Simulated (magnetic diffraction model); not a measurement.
# Solving a magnetic structure from powder neutron data: Mn2SbP

Space group P-6m2 (no. 187), a = 3.9030 Å, c = 5.8380 Å.

| site | atom | x | y | z |
| --- | --- | --- | --- | --- |
| 1a | Sb | 0 | 0 | 0 |
| 2i | Mn | 2/3 | 1/3 | 0.2629 |
| 1d | P | 1/3 | 2/3 | 1/2 |

This is a made-up structure (elements placed in a structure type, unrelaxed), so the numbers test the method and describe no known phase.

Only Mn is taken to order (form factors of Mn2+); orders and moment sizes are assumed, and not adapted to the symmetry. Radiation: neutrons of λ = 1.594 Å, 5° to 75°; isotropic B of 0.12 Å² (Sb), 0.2 Å² (Mn) and 0.16 Å² (P). Simulated constant-wavelength pattern: nuclear and magnetic terms add, the magnetic one as |2.695 fm × Σ f S⊥ exp(2πi Q·r) exp(−B s²)|², summed over all Q at one angle with the factor 1/(sin²θ cos θ). For collinear order S is the moment m, which repeats by lattice and centring translations R with the sign exp(−2πi k·R). Free-ion form factors, Sears's scattering lengths of 1992, no absorption; a label names one of the reflections at its angle. The strongest nuclear line in the range is 100, and lines under 0.2 are left out.

Above the ordering temperature:

```csv
2θ (°),index,I
15.69,(0 0 1),0.7
27.28,(1 0 0),100.0
31.62,(1 0 1),79.2
31.69,(0 0 2),49.8
42.29,(1 0 2),2.2
48.21,(1 1 0),2.3
51.01,(1 1 1),0.4
56.27,(2 0 0),26.9
56.40,(1 0 3),29.6
58.81,(2 0 1),26.4
58.85,(1 1 2),99.7
66.04,(2 0 2),1.0
66.20,(0 0 4),0.6
70.67,(1 1 3),0.4
73.00,(1 0 4),34.3
```

Below it (cell unchanged):

```csv
2θ (°),I
15.66,14.1
15.69,0.7
24.87,17.9
27.28,100.0
27.34,7.3
31.62,79.2
31.69,49.8
33.62,5.2
37.24,4.9
42.29,2.2
42.33,3.9
43.82,2.5
46.87,3.0
48.21,2.3
48.24,0.4
51.00,3.0
51.01,0.4
55.08,2.2
56.27,26.9
56.31,1.4
56.40,29.6
58.81,26.4
58.85,99.7
58.88,0.5
58.96,0.3
62.45,0.2
62.61,0.3
65.99,0.6
66.04,1.0
66.07,1.2
66.20,0.6
69.59,0.3
70.59,0.3
70.67,0.4
73.00,34.3
```

**Question.** Check that the new lines index with k = (0 1/2 1/2), then choose among these models:
A. collinear moments along [001], 1.87 μB on Mn; signs + at (2/3, 1/3, 0.2629), − at (2/3, 1/3, 0.7371)
B. collinear moments along [120], 1.87 μB on Mn; signs + at (2/3, 1/3, 0.2629), − at (2/3, 1/3, 0.7371)
C. collinear moments along [120], 1.87 μB on Mn; signs + at (2/3, 1/3, 0.2629), + at (2/3, 1/3, 0.7371)
D. collinear moments along [001], 1.87 μB on Mn; signs + at (2/3, 1/3, 0.2629), + at (2/3, 1/3, 0.7371)

The new lines index as (0 1/2 1/2) at 15.66°, (1 -1/2 1/2) at 24.87°, (0 1/2 3/2) at 27.34° and (1 -1/2 3/2) at 33.62°, that is as H ± k with k = (0 1/2 1/2), one of 3 inequivalent arms of its star (k and −k counted as one), which a powder can't tell apart. Half indices mean that the moments reverse under translations with k·R a half-integer, and the magnetic cell has twice the primitive volume.

Magnetic intensity, observed (below minus above) and for each model:

| 2θ (°) | index | observed | A | B | C | D |
| --- | --- | --- | --- | --- | --- | --- |
| 15.66 | (0 1/2 1/2) | 14.1 | 35.7 | 11.9 | 14.1 | 42.0 |
| 24.87 | (1 -1/2 1/2) | 17.9 | 13.7 | 15.2 | 17.9 | 16.1 |
| 27.34 | (0 1/2 3/2) | 7.3 | 4.0 | 11.9 | 7.3 | 2.4 |
| 33.62 | (1 -1/2 3/2) | 5.2 | 4.3 | 8.6 | 5.2 | 2.6 |
| 37.24 | (1 1/2 1/2) | 4.9 | 8.7 | 4.1 | 4.9 | 10.2 |
| 42.23 | (0 3/2 1/2) | <0.2 | 2.8 | <0.2 | <0.2 | 3.3 |
| 42.33 | (0 1/2 5/2) | 3.9 | 0.2 | 1.7 | 3.9 | 0.5 |
| 46.87 | (1 -1/2 5/2) | 3.0 | 0.3 | 1.3 | 3.0 | 0.8 |

Model C matches.

The structure used: k = (0 1/2 1/2), collinear moments along [120], 1.87 μB on Mn; signs + at (2/3, 1/3, 0.2629), + at (2/3, 1/3, 0.7371).

[Logs are printed without paths, hosts, clocks, repeated set-up lines and the standing remarks that a program may print on its own settings, such as how far it seeks lower states.]
